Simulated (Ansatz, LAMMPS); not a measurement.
# Glassy 40SiO2-28Al2O3-16Li2O-16SrO (mol %) (85 atoms): geometry optimisation, part 2 of 2

Wanted: the relaxed structure of glassy 40SiO2-28Al2O3-16Li2O-16SrO (mol %) (85 atoms) and its electronic structure.

Ansatz 0.2.0; Kohn-Sham DFT, revPBE, PAW (set soft_2), plane waves.

The cell: 10 Si, 14 Al, 8 Li, 4 Sr and 49 O. The quench rate of 6 K/ps far exceeds what a furnace or splat quench reaches. The starting topology of bonds comes from the classical model. Only the Γ point is sampled, in a cell whose shortest periodic width is 10 Å.

So far, density (g/cm³): step 5 (local order after relaxation) 3.11.

**6. Single point at the relaxed geometry**

The electronic structure is read at the final geometry, in a run of its own.

input.yaml reads:

```yaml
crystal:
  lattice:
    - [9.9565, 0.0, 0.0]
    - [0.0, 9.9565, 0.0]
    - [0.0, 0.0, 9.9565]
  atoms:
    - { symbol: Si, position: [0.39242, 0.09745, 0.93142] }
    - { symbol: Si, position: [0.36997, 0.47645, 0.59314] }
    - { symbol: Si, position: [0.87852, 0.99473, 0.64262] }
    - { symbol: Si, position: [0.02984, 0.90175, 0.1267] }
    - { symbol: Si, position: [0.52557, 0.08719, 0.33857] }
    - { symbol: Si, position: [0.53467, 0.6813, 0.40129] }
    - { symbol: Si, position: [0.98964, 0.37121, 0.8289] }
    - { symbol: Si, position: [0.34303, 0.878, 0.56202] }
[... 73 atom lines left out ...]
    - { symbol: O, position: [0.9302, 0.51437, 0.88667] }
    - { symbol: O, position: [0.80706, 0.87817, 0.54879] }
    - { symbol: O, position: [0.1492, 0.34568, 0.8422] }
    - { symbol: O, position: [0.96665, 0.63875, 0.53931] }
kpoints:
  mp_grid: { grid: [1, 1, 1] }
hamiltonian:
  xc: revpbe
scf:
  occupations: { method: fixed }
output:
  forces: true
  stress: true
  populations: intrinsic
  dos:
    method: { smearing: { sigma: 0.1 } }
    de: 0.1
    projected: { site_lists: { Al: [Al], Li: [Li], O: [O], Si: [Si], Sr: [Sr] } }
  eigenvalues: true
  write_density: true
  write_potential: true
  volumetric_format: npy
  elf: true
```

Launch:

```
> ansatz run input.yaml --threads 4 --pin off --max-ram 8192MiB --backend cpu --events-out ev --progress --plain --runs-dir out
```

Run time: 12 s. Hardware: 4 threads of Intel Xeon Platinum 8259CL at 2.50GHz (Skylake/Cascade Lake), shared host; peak memory 1.3 GiB.

Numbers from this run:

```yaml
free_energy: -57750.7653 eV
free_energy_per_atom: -679.4208 eV/atom
scf_cycles: 9
pressure: 4.538 GPa
r_m_s_force_component: 0.00916 eV/Å
longest_force: 0.04753 eV/Å
fermi_energy: 4.837 eV
spacing_of_highest_filled_and_lowest_empty_level: 4.499 eV
```

Intrinsic-atomic-orbital charges by element:

| element | coordination | atoms | mean charge (e) | spread | least | most |
| --- | --- | --- | --- | --- | --- | --- |
| Al | all | 14 | 1.28 | 0.0437 | 1.21 | 1.36 |
| Li | all | 8 | 0.793 | 0.0164 | 0.768 | 0.816 |
| O | all | 49 | -0.984 | 0.0947 | -1.26 | -0.866 |
| Si | all | 10 | 1.65 | 0.0447 | 1.56 | 1.70 |
| Sr | all | 4 | 1.85 | 0.0056 | 1.84 | 1.86 |

Density of states as counts of states in windows of 1 eV (from the Fermi level), total and the larger projections:

| from (eV) | to (eV) | total | O p |
| --- | --- | --- | --- |
| -10 | -9 | 0.0 | 0.0 |
| -9 | -8 | 2.0 | 1.4 |
| -8 | -7 | 7.2 | 4.9 |
| -7 | -6 | 14.1 | 10.0 |
| -6 | -5 | 21.0 | 15.9 |
| -5 | -4 | 37.0 | 28.8 |
| -4 | -3 | 39.9 | 33.3 |
| -3 | -2 | 54.1 | 48.4 |
| -2 | -1 | 61.9 | 58.1 |
| -1 | 0 | 54.5 | 52.1 |
| 0 | 1 | 2.1 | 2.0 |
| 1 | 4 | 0.0 | 0.0 |
| 4 | 5 | 2.0 | 0.0 |

With fixed occupations the program's Fermi level is the highest filled level; weight inside the gap is the broadening of levels at its edges.

Between -26 and -10 eV lie 122 more states.

The stored curve holds about 416 of the 440 electrons; the rest, give or take the few that broadening carries across the Fermi level, lie in deeper levels below its range.

The levels nearest the highest filled one (over half full), pooled over k-points and spins:

| level less the highest filled one (eV) | occupation |
| --- | --- |
| -0.248 | 2 |
| -0.233 | 2 |
| -0.205 | 2 |
| -0.189 | 2 |
| -0.0801 | 2 |
| 0 | 2 |
| 4.50 | 0 |
| 6.06 | 0 |
| 6.37 | 0 |
| 6.55 | 0 |
| 6.61 | 0 |
| 6.64 | 0 |

Electrostatic potential energy in the bc plane at fractional x = 0.030, with atoms of Si and Al and Li and O within 0.2 Å of it. With pseudopotentials it is smooth inside the atoms' cores, unlike the true potential.

Ten even steps from '_' (-40 eV) to '@' (11 eV), each cell a mean:
```
%%@@@@@@@@@@@@@@@@@@@@@@@@@@@@@@@@@@@@@@%%==::--%%@@@@%%
**%%@@@@@@@@@@@@@@%%##%%%%@@@@@@@@@@@@@@@@@@%%@@@@@@%%**
==**%%@@@@@@@@@@##++--==##%%@@@@@@@@%%%%%%%%@@@@@@@@##==
**%%@@@@@@@@@@%%**..____==%%@@@@@@%%##++==**%%@@@@@@%%**
@@@@@@@@@@@@@@%%**::__..++%%@@@@%%##--____..**%%@@@@@@%%
##@@@@@@@@@@@@%%%%**==++##%%@@@@%%##::______++%%@@##====
==@@@@@@@@@@@@@@@@%%%%%%%%@@@@@@%%%%++::..--##%%@@==____
++@@@@@@%%%%@@@@@@@@%%%%@@@@@@@@@@%%%%######%%@@@@**::..
@@@@@@@@%%%%@@@@@@@@%%%%%%%%%%%%@@@@@@@@@@@@@@@@@@@@%%##
@@@@@@@@@@@@@@@@@@@@@@##******##%%@@@@@@@@@@@@@@@@@@@@@@
@@@@@@@@@@@@@@@@@@@@%%****##****##****%%@@@@@@@@@@@@@@@@
@@@@@@@@@@@@@@@@@@@@%%****####**######@@@@@@@@@@@@@@@@@@
@@@@@@@@%%%%%%%%%%++++******++**%%@@@@@@%%%%@@@@@@@@@@@@
@@@@@@%%##**####--____++######%%@@@@@@##++++##@@@@@@@@@@
@@@@%%##******##==__..++@@@@@@@@@@@@%%++::--**@@@@@@@@@@
@@@@######**##%%%%****%%%%@@@@@@@@@@@@**==++##@@@@@@@@@@
@@@@@@@@%%%%%%%%%%%%##**##%%%%++--++@@@@%%%%@@@@@@@@@@@@
@@@@@@@@@@@@@@@@@@##**++**####::..--@@@@@@@@@@@@@@@@@@@@
@@@@@@@@@@@@@@@@@@%%******##%%**++##@@@@@@@@@@%%##**##%%
%%@@@@@@@@@@@@@@##++**####%%@@@@@@@@@@@@@@@@%%**::__::++
##%%@@@@@@@@@@**..__--%%@@@@@@@@@@@@@@@@@@@@%%==______--
==::==%%@@@@@@**..__--@@@@@@@@@@@@@@@@@@@@@@%%++______==
::__::##@@@@@@%%**++%%@@@@@@@@@@@@@@@@@@@@**--==++==++##
**==**@@@@@@@@@@@@@@@@@@@@@@@@@@@@@@@@@@%%::__..**%%%%%%
```
Columns run along b (10.0 Å; values clipped at the 3rd and 97th percentile), rows up along c (10.0 Å). Atoms in or near the plane, at fractional coordinates: Si at (0.90, 0.13), Al at (0.48, 0.52), Li at (0.73, 0.38), O at (0.80, 0.00), O at (0.32, 0.11), O at (0.96, 0.71), O at (0.34, 0.41).

Valence density in the bc plane at fractional x = 0.030, with atoms of Si and Al and Li and O within 0.2 Å of it. It is the smooth field of the valence electrons, not physical close to the nuclei.

Ten steps, logarithmic in the rise over the least value, from '_' (0.0 e/Å³) to '@' (6.2 e/Å³), each cell a mean:
```
====--::..........::..............__..::++%%@@%%++--::::
++--....__....::::::::::::::--::....__..--++++++--::::++
%%==______..::::----------------::..::::------::....--##
++::______..::----====----------::::==++**++--......::++
--::..____....::--==------::::::::==**######++::::--====
**--::______....::--==----::......==**##%%##++----**%%%%
##++::..........::--====--::..__..--++####**==::==##@@@@
##==::..........::==++++==::......::--====--::::==##@@@@
==--::::::::....::==++++==--::..::----::::..__..::==****
::....::::::......--====--::::--==++++==::..____..::::--
......::::........::::::::....--++****++--..__________..
__....::::....::----==--::....--++****++--..____________
__..::::::::::==**####++==::..::--====--::..____________
..--====--::--++%%@@@@##==::::::::::::==##**::__________
::==++**==----++##@@@@##==::::::::::::##@@@@==________..
::==****++--::--++##**++--::--++++==--++####--..........
::--====--::..::--====--::--++##%%##==::::::::----::....
....::::........::::::::::==**%%@@%%++::..::--====--::..
......____....::--==--::::--++####**==::..::--======--::
--::::......::==**##**==::::--======::......--====------
++++==--::::==**@@@@%%++--......::........::----::..::==
##%%##++--::==##@@@@%%++::..________....::==++++==::==++
%%@@%%**--::--++####**--..__________..::==##%%##**====**
**####++::..::::------....__________..--**%%@@@@**==--==
```
Columns run along b (10.0 Å), rows up along c (10.0 Å). Atoms in or near the plane, at fractional coordinates: Si at (0.90, 0.13), Al at (0.48, 0.52), Li at (0.73, 0.38), O at (0.80, 0.00), O at (0.32, 0.11), O at (0.96, 0.71), O at (0.34, 0.41).

Mean intrinsic-atomic-orbital charges: Al +1.28, Li +0.79, O -0.98, Si +1.65, Sr +1.85 e.

Local excerpt of 10 atoms (numbers count through the whole input) about Sr33, one of the 4 Sr atoms; x, y, z are measured from there.

| atom | x | y | z | distance (Å) | bonds | intrinsic-atomic-orbital charge (e) |
| --- | --- | --- | --- | --- | --- | --- |
| Sr33 | 0.00 | 0.00 | 0.00 | 0.00 | 7 | 1.86 |
| O57 | 2.16 | 0.57 | 0.75 | 2.36 | 3 | -1.13 |
| O52 | 0.75 | 0.78 | -2.12 | 2.38 | 4 | -1.26 |
| O66 | -2.20 | -0.60 | 0.98 | 2.48 | 4 | -1.26 |
| O78 | -0.12 | -2.41 | 0.73 | 2.52 | 3 | -1.04 |
| O50 | 1.84 | -1.89 | -1.08 | 2.85 | 4 | -0.96 |
| O44 | -0.90 | 2.72 | 0.15 | 2.87 | 4 | -0.94 |
| Li26 | 2.54 | 1.07 | -1.11 | 2.97 | 4 | 0.78 |
| Li27 | 0.07 | 2.45 | -1.71 | 2.99 | 4 | 0.78 |
| Al21 | -1.86 | -2.32 | 0.79 | 3.08 | 4 | 1.21 |

The column of bonds counts only the pairs O-Al within 2.33 Å, O-Si within 2.12 Å, O-Li within 2.33 Å, O-Sr within 3.33 Å; other neighbours, such as metal atoms beside each other in a compound, aren't counted, and periodic images can show an atom twice.

**7. Other settings**

Changed here: accuracy = "low", scf.lower_state_search = "off" and scf.occupations.method = "tetrahedron_uncorrected".

input.yaml reads:

```yaml
crystal:
  lattice:
    - [9.9565, 0.0, 0.0]
    - [0.0, 9.9565, 0.0]
    - [0.0, 0.0, 9.9565]
  atoms:
    [... the 85 atom lines of step 3 ...]
kpoints:
  mp_grid: { grid: [1, 1, 1] }
hamiltonian:
  xc: revpbe
scf:
  occupations: { method: tetrahedron_uncorrected }
  lower_state_search: "off"
output:
  forces: true
  stress: true
  populations: true
  dos:
    method: { smearing: { sigma: 0.1 } }
    de: 0.1
    projected: { site_lists: { Al: [Al], Li: [Li], O: [O], Si: [Si], Sr: [Sr] } }
  eigenvalues: true
accuracy: low
```

Elapsed: 11 s, on 4 threads; peak memory 1.3 GiB; 39 s of CPU time.

Notices of the run: tetrahedra set aside.

The program set the tetrahedra aside and kept another filling, so they aren't tested. Forces differ from those of the single point at the start by 0.007 meV/Å r.m.s., 8.0e-4 % of their size. It took 0.76 times the reference's time (shared host, so rough).

**8. Summary of results**

```yaml
energy_change_in_the_relaxation: -45.63 meV/atom
r_m_s_displacement: 0.167 Å
largest_displacement: 0.436 Å
free_energy_per_atom: -679.4208 eV/atom
pressure: 4.538 GPa
r_m_s_force_component: 0.00916 eV/Å
spacing_of_highest_filled_and_lowest_empty_level: 4.499 eV
wall_time_of_the_4_dft_runs: 1.7 min
```

Relaxation lowers the energy by 45.6 meV/atom and moves atoms by 0.17 Å r.m.s.; the r.m.s. force component goes from 0.89 to 0.0092 eV/Å, the pressure goes from 10 to 4.5 GPa, and the gap from 4.43 to 4.50 eV. First to last step the energy falls by 3.878 eV; the largest move, 0.44 Å, is that of Li27. The O-Sr bonds change most in mean length: from 2.775 Å (spread 0.260) to 2.697 Å (spread 0.240). 59 % of the oxygens bridge two formers (Si and Al) and 16 % are non-bridging; 24 % join three. Between filled and empty levels lie 4.50 eV (at Γ alone); a semilocal functional tends to put such gaps too low. In a disordered cell it changes from sample to sample, and tail or defect levels can set it.

**Limits.** The starting topology of bonds comes from the classical model; in DFT atoms moved by 0.17 Å r.m.s. The pressure of 4.5 GPa says that the cell would expand at this level of theory.

[Logs are printed without paths, hosts, clocks, repeated set-up lines and the standing remarks that a program may print on its own settings, such as how far it seeks lower states.]

[Hosts, paths, dates, database ids (printed as entryN), source tags and the programs' standing remarks are cut or masked in the printed files.]
